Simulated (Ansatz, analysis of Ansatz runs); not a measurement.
# Reproducing a measured migration barrier: interstitial H in hcp Sc, hop from a tetrahedral to the next octahedral site, part 2 of 3

Subject: interstitial H in hcp Sc, hop from a tetrahedral to the next octahedral site. Wanted: its migration barrier, in one set-up (PBE, 36-site cell, PBE lattice, 420 eV, k: 3x3x3 Gamma-centred, zero-point energy of the moving atom added). The model is a cell of 36 host atoms with 1 H put in. The barrier is the energy of the highest image of a climbing band over the relaxed site that the atom leaves.

Ansatz 0.2.0; PBE, 36-site cell, PBE lattice, 420 eV, k: 3x3x3 Gamma-centred, zero-point energy of the moving atom added.

So far: Set-up; Relaxation, charge 0.

**3. Nudged elastic band**

A band of images joins the two ends; its highest image climbs to the saddle, whose energy over the site left is the barrier.

This step: plane-wave PAW DFT, PBE; nudged elastic band between two relaxed defect structures at fixed charge.

Contents of neb/input.yaml:

```yaml
crystal:
  lattice:
    - [9.96171604, 0.0, 0.0]
    - [-4.98085802, 8.62709916, 0.0]
    - [0.0, 0.0, 10.31889867]
  atoms:
    - { symbol: Sc, position: [0.111436833, 0.222644875, 0.126143456] }
    - { symbol: Sc, position: [0.221498324, 0.109663316, 0.375430919] }
    - { symbol: Sc, position: [0.110521821, 0.221566096, 0.625229925] }
    - { symbol: Sc, position: [0.222440732, 0.11154813, 0.876090516] }
    - { symbol: Sc, position: [0.111436833, 0.555458624, 0.126143456] }
    - { symbol: Sc, position: [0.221857093, 0.44426188, 0.375847152] }
    - { symbol: Sc, position: [0.110521821, 0.555622392, 0.625229925] }
    - { symbol: Sc, position: [0.220804097, 0.443735382, 0.874140179] }
    - { symbol: Sc, position: [0.111111111, 0.888888889, 0.12494443] }
    - { symbol: Sc, position: [0.221498324, 0.778501676, 0.375430919] }
    - { symbol: Sc, position: [0.111111111, 0.888888889, 0.62623963] }
    - { symbol: Sc, position: [0.222440732, 0.777559268, 0.876090516] }
    - { symbol: Sc, position: [0.444541376, 0.222644875, 0.126143456] }
    - { symbol: Sc, position: [0.555326059, 0.110996363, 0.375497101] }
    - { symbol: Sc, position: [0.444377608, 0.221566096, 0.625229925] }
    - { symbol: Sc, position: [0.555389328, 0.111027997, 0.875967575] }
    - { symbol: Sc, position: [0.444444444, 0.555555556, 0.114182628] }
    - { symbol: Sc, position: [0.55573812, 0.44426188, 0.375847152] }
    - { symbol: Sc, position: [0.444444444, 0.555555556, 0.625988347] }
    - { symbol: Sc, position: [0.556264618, 0.443735382, 0.874140179] }
    - { symbol: Sc, position: [0.444541376, 0.888563167, 0.126143456] }
    - { symbol: Sc, position: [0.55573812, 0.778142907, 0.375847152] }
    - { symbol: Sc, position: [0.444377608, 0.889478179, 0.625229925] }
    - { symbol: Sc, position: [0.556264618, 0.779195903, 0.874140179] }
    - { symbol: Sc, position: [0.777777778, 0.222222222, 0.126358733] }
    - { symbol: Sc, position: [0.889003637, 0.110996363, 0.375497101] }
    - { symbol: Sc, position: [0.777777778, 0.222222222, 0.625536882] }
    - { symbol: Sc, position: [0.888972003, 0.111027997, 0.875967575] }
    - { symbol: Sc, position: [0.777355125, 0.555458624, 0.126143456] }
    - { symbol: Sc, position: [0.889003637, 0.444673941, 0.375497101] }
    - { symbol: Sc, position: [0.778433904, 0.555622392, 0.625229925] }
    - { symbol: Sc, position: [0.888972003, 0.444610672, 0.875967575] }
    - { symbol: Sc, position: [0.777355125, 0.888563167, 0.126143456] }
    - { symbol: Sc, position: [0.890336684, 0.778501676, 0.375430919] }
    - { symbol: Sc, position: [0.778433904, 0.889478179, 0.625229925] }
    - { symbol: Sc, position: [0.88845187, 0.777559268, 0.876090516] }
    - { symbol: H, position: [0.444444444, 0.555555556, 0.427088741] }
basis:
  ecutwfc: 420
  xc_grid: 2
hamiltonian:
  xc: pbe
kpoints:
  mp_grid: { grid: [3, 3, 3] }
scf:
  occupations: { method: methfessel_paxton, width: 0.1 }
  max_iter: 120
output:
  forces: true
neb:
  images: 3
  f_tol: 0.04
  climbing: true
  initial_path: idpp
  max_iterations: 45
  order_check: false
  final_atoms:
    - { symbol: Sc, position: [0.110977504, 0.222128243, 0.126528759] }
    - { symbol: Sc, position: [0.222400951, 0.111468568, 0.376259319] }
    - { symbol: Sc, position: [0.111486686, 0.222382833, 0.624925081] }
[... 2 atom lines left out ...]
    - { symbol: Sc, position: [0.222400951, 0.444211364, 0.376259319] }
    - { symbol: Sc, position: [0.111164576, 0.555447738, 0.624869509] }
[... 7 atom lines left out ...]
    - { symbol: Sc, position: [0.444229481, 0.222382833, 0.624925081] }
[... 1 atom line left out ...]
    - { symbol: Sc, position: [0.444484072, 0.55563481, 0.126528759] }
    - { symbol: Sc, position: [0.555143746, 0.444211364, 0.376259319] }
    - { symbol: Sc, position: [0.444229481, 0.555125629, 0.624925081] }
[... 2 atom lines left out ...]
    - { symbol: Sc, position: [0.555465855, 0.777598378, 0.37631489] }
    - { symbol: Sc, position: [0.444584685, 0.888931833, 0.626214812] }
[... 7 atom lines left out ...]
    - { symbol: Sc, position: [0.777616495, 0.555447738, 0.624869509] }
[... 3 atom lines left out ...]
    - { symbol: Sc, position: [0.777680481, 0.888931833, 0.626214812] }
[... 1 atom line left out ...]
    - { symbol: H, position: [0.333315216, 0.333297098, 0.5005922] }
```

Started as:

```console
$ ansatz run input.yaml --threads 4 --pin off --max-ram 14131MiB --backend cpu --events-out ev --progress --plain --runs-dir out
```

Numbers of over 12 decimals in the logs are rounded to 6 here.

The program printed:

```text
[...]
Warning: neb: disabling space-group detection — the band's intermediate images generally break the endpoint symmetry, so no spatial operation reduces the k-mesh or symmetrises the density, except that a semilocal band can use its path's symmetry ahead of [...]
[...]
parallel-image band execution: 2 concurrent image workers
NEB image 0
Crystal: 37 atoms, lattice volume = 886.813 Å³
Basis set: ecut = 420 eV, 17327 PW (Γ), exchange–correlation on 144×144×144 points (8 copies of the dense FFT grid, shifted against one another)
Bands: 239, of which v1, the nominal top of the filled ones, is band 199 counted from 1 (198 counted from 0)
Symmetry: 1 space group operations
k-points: 14 of 27 (time reversal used)
[...]
SCF iter   1: F=—  HF=-76906.013195 eV  |F-HF|=—  |Δ(HF+E_count)|=         —  Δρ=3.98e-3  dr2=7.72e-1  ethr=1.77e-3  ⟨swp⟩=10.6  Hψ=17882  notcnv=0  defer=4
[...]
SCF iter   8: F=-76905.973450 eV  HF=-76905.973450 eV  |F-HF|=8.82e-9  |Δ(HF+E_count)|=   1.03e-8  S|Δr|=    0.00e0  Δρ=7.76e-7  dr2=1.31e-8  ethr=2.52e-11  ⟨swp⟩=4.6  Hψ=9040  notcnv=0
SCF 1 converged in 8 iterations: F = -76905.973450 eV  dr2 = 1.31e-8
[...]
NSCF: frozen V_eff on 14 k-points
NEB image 4
SCF iter   1: F=—  HF=-76905.823628 eV  |F-HF|=—  |Δ(HF+E_count)|=         —  Δρ=3.45e-3  dr2=5.24e-1  ethr=1.77e-3  ⟨swp⟩=11.4  Hψ=18171  notcnv=0  defer=4
[...]
SCF iter   7: F=-76905.796660 eV  HF=-76905.796660 eV  |F-HF|=2.59e-8  |Δ(HF+E_count)|=   4.55e-8  S|Δr|=    0.00e0  Δρ=2.08e-6  dr2=5.36e-8  ethr=2.52e-11  ⟨swp⟩=3.4  Hψ=10600  notcnv=0
SCF 2 converged in 7 iterations: F = -76905.796660 eV  dr2 = 5.36e-8
[...]
NEB end point (image 0): max|allowed force component| = 1.903e-2 eV/Å (the criterion of neb.relax_end_points is 1.000e-2)
NEB end point (image 4): max|allowed force component| = 1.448e-3 eV/Å (the criterion of neb.relax_end_points is 1.000e-2)
NEB image 1
SCF iter   1: F=—  HF=-76905.605122 eV  |F-HF|=—  |Δ(HF+E_count)|=         —  Δρ=3.67e-3  dr2=5.19e-1  ethr=1.77e-3  ⟨swp⟩=10.6  Hψ=17545  notcnv=0
[...]
SCF iter   8: F=-76905.574460 eV  HF=-76905.574460 eV  |F-HF|=6.29e-9  |Δ(HF+E_count)|=   4.50e-9  S|Δr|=    0.00e0  Δρ=7.12e-7  dr2=1.04e-8  ethr=2.52e-11  ⟨swp⟩=4.1  Hψ=7482  notcnv=0
SCF 3 converged in 8 iterations: F = -76905.574460 eV  dr2 = 1.04e-8
NEB image 2
SCF iter   1: F=—  HF=-76905.298255 eV  |F-HF|=—  |Δ(HF+E_count)|=         —  Δρ=3.12e-3  dr2=2.71e-1  ethr=1.77e-3  ⟨swp⟩=10.4  Hψ=17177  notcnv=0  defer=1
[...]
SCF iter   8: F=-76905.283694 eV  HF=-76905.283694 eV  |F-HF|=4.55e-9  |Δ(HF+E_count)|=   1.02e-9  S|Δr|=    0.00e0  Δρ=5.88e-7  dr2=7.26e-9  ethr=2.52e-11  ⟨swp⟩=3.1  Hψ=6988  notcnv=0
SCF 4 converged in 8 iterations: F = -76905.283694 eV  dr2 = 7.26e-9
NEB image 3
SCF iter   1: F=—  HF=-76905.560626 eV  |F-HF|=—  |Δ(HF+E_count)|=         —  Δρ=3.26e-3  dr2=4.06e-1  ethr=1.77e-3  ⟨swp⟩=10.9  Hψ=17727  notcnv=0
[...]
SCF iter   7: F=-76905.540463 eV  HF=-76905.540463 eV  |F-HF|=3.34e-8  |Δ(HF+E_count)|=   1.60e-8  S|Δr|=    0.00e0  Δρ=2.08e-6  dr2=6.30e-8  ethr=2.52e-11  ⟨swp⟩=3.4  Hψ=10550  notcnv=0
SCF 5 converged in 7 iterations: F = -76905.540463 eV  dr2 = 6.30e-8
NEB iter   1: max|band force component| = 8.307e-1 eV/Å  barrier→ = 0.6898 eV  barrier← = 0.5130 eV  Δτ_max = 0.1653 Å  (38 SCF iters)
NEB image 1
[...]
SCF iter   1: F=—  HF=-76905.766483 eV  |F-HF|=—  |Δ(HF+E_count)|=         —  Δρ=4.86e-3  dr2=9.92e-1  ethr=2.11e-4  ⟨swp⟩=1.9  Hψ=12336  notcnv=0
eigensolver tolerance schedule calibrated: the retry pair's looser diagonalisation under-reported the residual by θ = 0.15 (0.13/decade); [...]
SCF iter   2: F=—  HF=-76905.696473 eV  |F-HF|=—  |Δ(HF+E_count)|=   7.00e-2  S|Δr|=    0.00e0  Δρ=2.20e-3  dr2=1.61e-1  ethr=1.42e-4  ⟨swp⟩=2.0  Hψ=3711  notcnv=0
[...]
SCF iter   8: F=-76905.672098 eV  HF=-76905.672098 eV  |F-HF|=1.19e-8  |Δ(HF+E_count)|=   2.06e-8  S|Δr|=    0.00e0  Δρ=1.00e-6  dr2=1.79e-8  ethr=1.43e-11  ⟨swp⟩=4.1  Hψ=9366  notcnv=0
SCF 6 converged in 8 iterations: F = -76905.672098 eV  dr2 = 1.79e-8
NEB image 2
[...]
SCF iter   8: F=-76905.430787 eV  HF=-76905.430787 eV  |F-HF|=1.44e-8  |Δ(HF+E_count)|=   1.70e-8  S|Δr|=    0.00e0  Δρ=1.11e-6  dr2=2.12e-8  ethr=2.52e-11  ⟨swp⟩=4.1  Hψ=8840  notcnv=0
SCF 7 converged in 8 iterations: F = -76905.430787 eV  dr2 = 2.12e-8
NEB image 3
[...]
SCF iter   8: F=-76905.596598 eV  HF=-76905.596598 eV  |F-HF|=1.69e-8  |Δ(HF+E_count)|=   1.02e-8  S|Δr|=    0.00e0  Δρ=1.08e-6  dr2=2.17e-8  ethr=2.52e-11  ⟨swp⟩=4.1  Hψ=8873  notcnv=0
SCF 8 converged in 8 iterations: F = -76905.596598 eV  dr2 = 2.17e-8
NEB iter   2: max|band force component| = 4.792e-1 eV/Å  barrier→ = 0.5427 eV  barrier← = 0.3659 eV  CI = image 2  Δτ_max = 0.0720 Å  (24 SCF iters)
NEB image 1
[...]
SCF iter   7: F=-76905.689857 eV  HF=-76905.689857 eV  |F-HF|=4.98e-8  |Δ(HF+E_count)|=   2.04e-8  S|Δr|=    0.00e0  Δρ=1.70e-6  dr2=6.30e-8  ethr=2.52e-11  ⟨swp⟩=4.1  Hψ=9487  notcnv=0
SCF 9 converged in 7 iterations: F = -76905.689857 eV  dr2 = 6.30e-8
NEB image 2
[...]
SCF iter   7: F=-76905.453995 eV  HF=-76905.453995 eV  |F-HF|=1.56e-8  |Δ(HF+E_count)|=   1.47e-8  S|Δr|=    0.00e0  Δρ=1.17e-6  dr2=2.25e-8  ethr=2.52e-11  ⟨swp⟩=3.6  Hψ=9180  notcnv=0
SCF 10 converged in 7 iterations: F = -76905.453995 eV  dr2 = 2.25e-8
NEB image 3
[...]
SCF iter   7: F=-76905.618870 eV  HF=-76905.618870 eV  |F-HF|=1.01e-8  |Δ(HF+E_count)|=   5.91e-9  S|Δr|=    0.00e0  Δρ=9.68e-7  dr2=1.45e-8  ethr=2.52e-11  ⟨swp⟩=3.7  Hψ=8694  notcnv=0
SCF 11 converged in 7 iterations: F = -76905.618870 eV  dr2 = 1.45e-8
NEB iter   3: max|band force component| = 9.428e-2 eV/Å  barrier→ = 0.5195 eV  barrier← = 0.3427 eV  CI = image 2  Δτ_max = 0.0324 Å  (21 SCF iters)
[...]
NEB iter   4: max|band force component| = 4.055e-2 eV/Å  barrier→ = 0.5164 eV  barrier← = 0.3396 eV  CI = image 2  Δτ_max = 0.0199 Å  (18 SCF iters)
NEB image 1
[...]
SCF iter   5: F=-76905.690555 eV  HF=-76905.690555 eV  |F-HF|=5.49e-8  |Δ(HF+E_count)|=   1.83e-8  S|Δr|=    0.00e0  Δρ=1.86e-6  dr2=7.42e-8  ethr=2.52e-11  ⟨swp⟩=4.3  Hψ=9891  notcnv=0
SCF 15 converged in 5 iterations: F = -76905.690555 eV  dr2 = 7.42e-8
NEB image 2
[...]
SCF iter   6: F=-76905.457579 eV  HF=-76905.457579 eV  |F-HF|=5.47e-9  |Δ(HF+E_count)|=   8.32e-9  S|Δr|=    0.00e0  Δρ=6.60e-7  dr2=8.01e-9  ethr=2.52e-11  ⟨swp⟩=3.4  Hψ=8412  notcnv=0
SCF 16 converged in 6 iterations: F = -76905.457579 eV  dr2 = 8.01e-9
NEB image 3
[...]
SCF iter   6: F=-76905.623561 eV  HF=-76905.623561 eV  |F-HF|=1.12e-8  |Δ(HF+E_count)|=   1.20e-8  S|Δr|=    0.00e0  Δρ=7.92e-7  dr2=1.50e-8  ethr=2.52e-11  ⟨swp⟩=3.8  Hψ=8891  notcnv=0
SCF 17 converged in 6 iterations: F = -76905.623561 eV  dr2 = 1.50e-8
NEB image 1
[...]
NEB image 3
[...]
NEB image 2
[...]
NEB iter   5: max|band force component| = 1.132e-2 eV/Å  barrier→ = 0.5159 eV  barrier← = 0.3391 eV  CI = image 2  Δτ_max = 0.0000 Å  (17 SCF iters)
SCF converged after 6 iterations
[...]
Free energy (F): -76905.457579 eV
[...]
Internal energy: -76905.462433 eV  (E = F + TS)
E sigma→0 (E₀):  -76905.458793 eV
Entropy (-TS):   0.004854 eV (0.131 meV/atom)
Fermi energy:    9.272225 eV
[...]
--- Forces (eV/Å), atoms counted from 1 ---
  atom   1  Sc    -0.00231174    -0.00080601     0.00217687
  atom   2  Sc     0.00011606    -0.00082174    -0.00242780
  atom   3  Sc    -0.00102692    -0.00104651    -0.00373287
  [... 2 atoms left out ...]
  atom   6  Sc     0.00344550     0.00267730     0.00634123
  atom   7  Sc    -0.00034268    -0.00056096    -0.00152901
  [... 9 atoms left out ...]
  atom  17  Sc    -0.00015898     0.00060698     0.00008025
  atom  18  Sc     0.00874483     0.00196399    -0.00042820
  atom  19  Sc    -0.00193442     0.00717439     0.01106372
  [... 2 atoms left out ...]
  atom  22  Sc     0.00030747    -0.00295970    -0.00014857
  atom  23  Sc     0.00180386    -0.00021628    -0.00063407
  [... 11 atoms left out ...]
  atom  35  Sc    -0.00158175    -0.00092577    -0.00046486
  [... 1 atom left out ...]
  atom  37  H     -0.01045210    -0.00660835    -0.00833455
  max |Σ_I F_I| component: 9.30e-6 eV/Å
--- Band table (eV; the first three rows and the last of 14) ---
[...]
[... further k-points left out ...]
this run last wrote the band of iteration 5 to <dir>
--- NEB band (5 images, 5 band iterations, 118 SCF iterations) ---
  forward barrier  = 0.515871 eV
  backward barrier = 0.339081 eV
  lagrangian_above_aufbau_ev (what the smearing adds, to first order; not taken off the barriers): saddle image -0.020342 eV, end points -0.014422 and -0.014345 eV
  climbing image's point = of an order that was not read
  energies are F+E_penalty+E_count in eV, relative to image 0
  image     s (Å)  Δ vs image 0  max|band force component| (eV/Å)
      0    0.0000      0.000000                                 —
      1    0.5352      0.282895                          5.178e-3
  *   2    1.0703      0.515871                          1.132e-2
      3    1.5760      0.349889                          8.380e-3
      4    2.0818      0.176790                                 —
  climbing-image geometry (image 2):
  cell:  # Å, volume = 886.8135 Å³
    - [9.96171604, 0.0, 0.0]
    - [-4.98085802, 8.62709916, 0.0]
    - [0.0, 0.0, 10.31889867]
  atoms:
    - { symbol: Sc, position: [0.111061, 0.222379, 0.125135] }
    - { symbol: Sc, position: [0.220007, 0.106716, 0.373413] }
    - { symbol: Sc, position: [0.107817, 0.220455, 0.626477] }
    - { symbol: Sc, position: [0.222632, 0.111918, 0.874660] }
    - { symbol: Sc, position: [0.110993, 0.556066, 0.124109] }
    - { symbol: Sc, position: [0.219167, 0.445283, 0.374176] }
    - { symbol: Sc, position: [0.110463, 0.556195, 0.625659] }
    - { symbol: Sc, position: [0.220738, 0.444059, 0.874474] }
    - { symbol: Sc, position: [0.111279, 0.889247, 0.124454] }
    - { symbol: Sc, position: [0.221516, 0.777188, 0.374815] }
    - { symbol: Sc, position: [0.111647, 0.889953, 0.624503] }
    - { symbol: Sc, position: [0.222570, 0.777990, 0.875624] }
    - { symbol: Sc, position: [0.444654, 0.222378, 0.125188] }
    - { symbol: Sc, position: [0.554756, 0.110763, 0.376016] }
    - { symbol: Sc, position: [0.445999, 0.220414, 0.626498] }
    - { symbol: Sc, position: [0.555610, 0.110716, 0.876322] }
    - { symbol: Sc, position: [0.444738, 0.556164, 0.119313] }
    - { symbol: Sc, position: [0.559371, 0.445298, 0.374209] }
    - { symbol: Sc, position: [0.446666, 0.559893, 0.629195] }
    - { symbol: Sc, position: [0.556643, 0.444035, 0.874518] }
    - { symbol: Sc, position: [0.444672, 0.888533, 0.127042] }
    - { symbol: Sc, position: [0.554502, 0.775712, 0.376079] }
    - { symbol: Sc, position: [0.444579, 0.889105, 0.625213] }
    - { symbol: Sc, position: [0.556277, 0.779199, 0.876995] }
    - { symbol: Sc, position: [0.778162, 0.223010, 0.126446] }
    - { symbol: Sc, position: [0.889322, 0.110756, 0.375985] }
    - { symbol: Sc, position: [0.777568, 0.221757, 0.625930] }
    - { symbol: Sc, position: [0.888449, 0.110716, 0.876325] }
    - { symbol: Sc, position: [0.778385, 0.556063, 0.124121] }
    - { symbol: Sc, position: [0.888939, 0.444620, 0.375551] }
    - { symbol: Sc, position: [0.779042, 0.556165, 0.625687] }
    - { symbol: Sc, position: [0.888914, 0.444478, 0.875028] }
    - { symbol: Sc, position: [0.777187, 0.888523, 0.127059] }
    - { symbol: Sc, position: [0.888965, 0.777155, 0.374834] }
    - { symbol: Sc, position: [0.777886, 0.889142, 0.625192] }
    - { symbol: Sc, position: [0.888746, 0.777993, 0.875607] }
    - { symbol: H, position: [0.388634, 0.443737, 0.467855] }
```

Run time: 36 min. Hardware: 4 threads of Arm Neoverse V2, shared host; peak memory 9.3 GiB; 1.9 h of CPU time.

Images along the path:

```csv
image,path (Å),energy (eV),"H37: x, y, z (Å)"
0,0.000,0.0000,"1.660, 4.793, 4.407"
1,0.535,0.2829,"1.660, 4.320, 4.626"
2,1.070,0.5159,"1.661, 3.828, 4.828"
3,1.576,0.3499,"1.661, 3.358, 5.014"
4,2.082,0.1768,"1.660, 2.875, 5.166"
```

Read from the output:

```
free energy      : -76905.4576 eV
smearing term TS : -0.004854 eV
barrier forward  : 0.5159 eV
barrier backward : 0.3391 eV
```

(Part 2 of 3 ends here.)

[Logs are printed without paths, hosts, clocks, repeated set-up lines and the standing remarks that a program may print on its own settings, such as how far it seeks lower states.]

[Hosts, paths, dates, database ids (printed as entryN), source tags and the programs' standing remarks are cut or masked in the printed files.]

[For some hosts the program warned that the k-mesh of the response run may be too coarse for force constants and the static dielectric constant; such warnings are not shown here.]
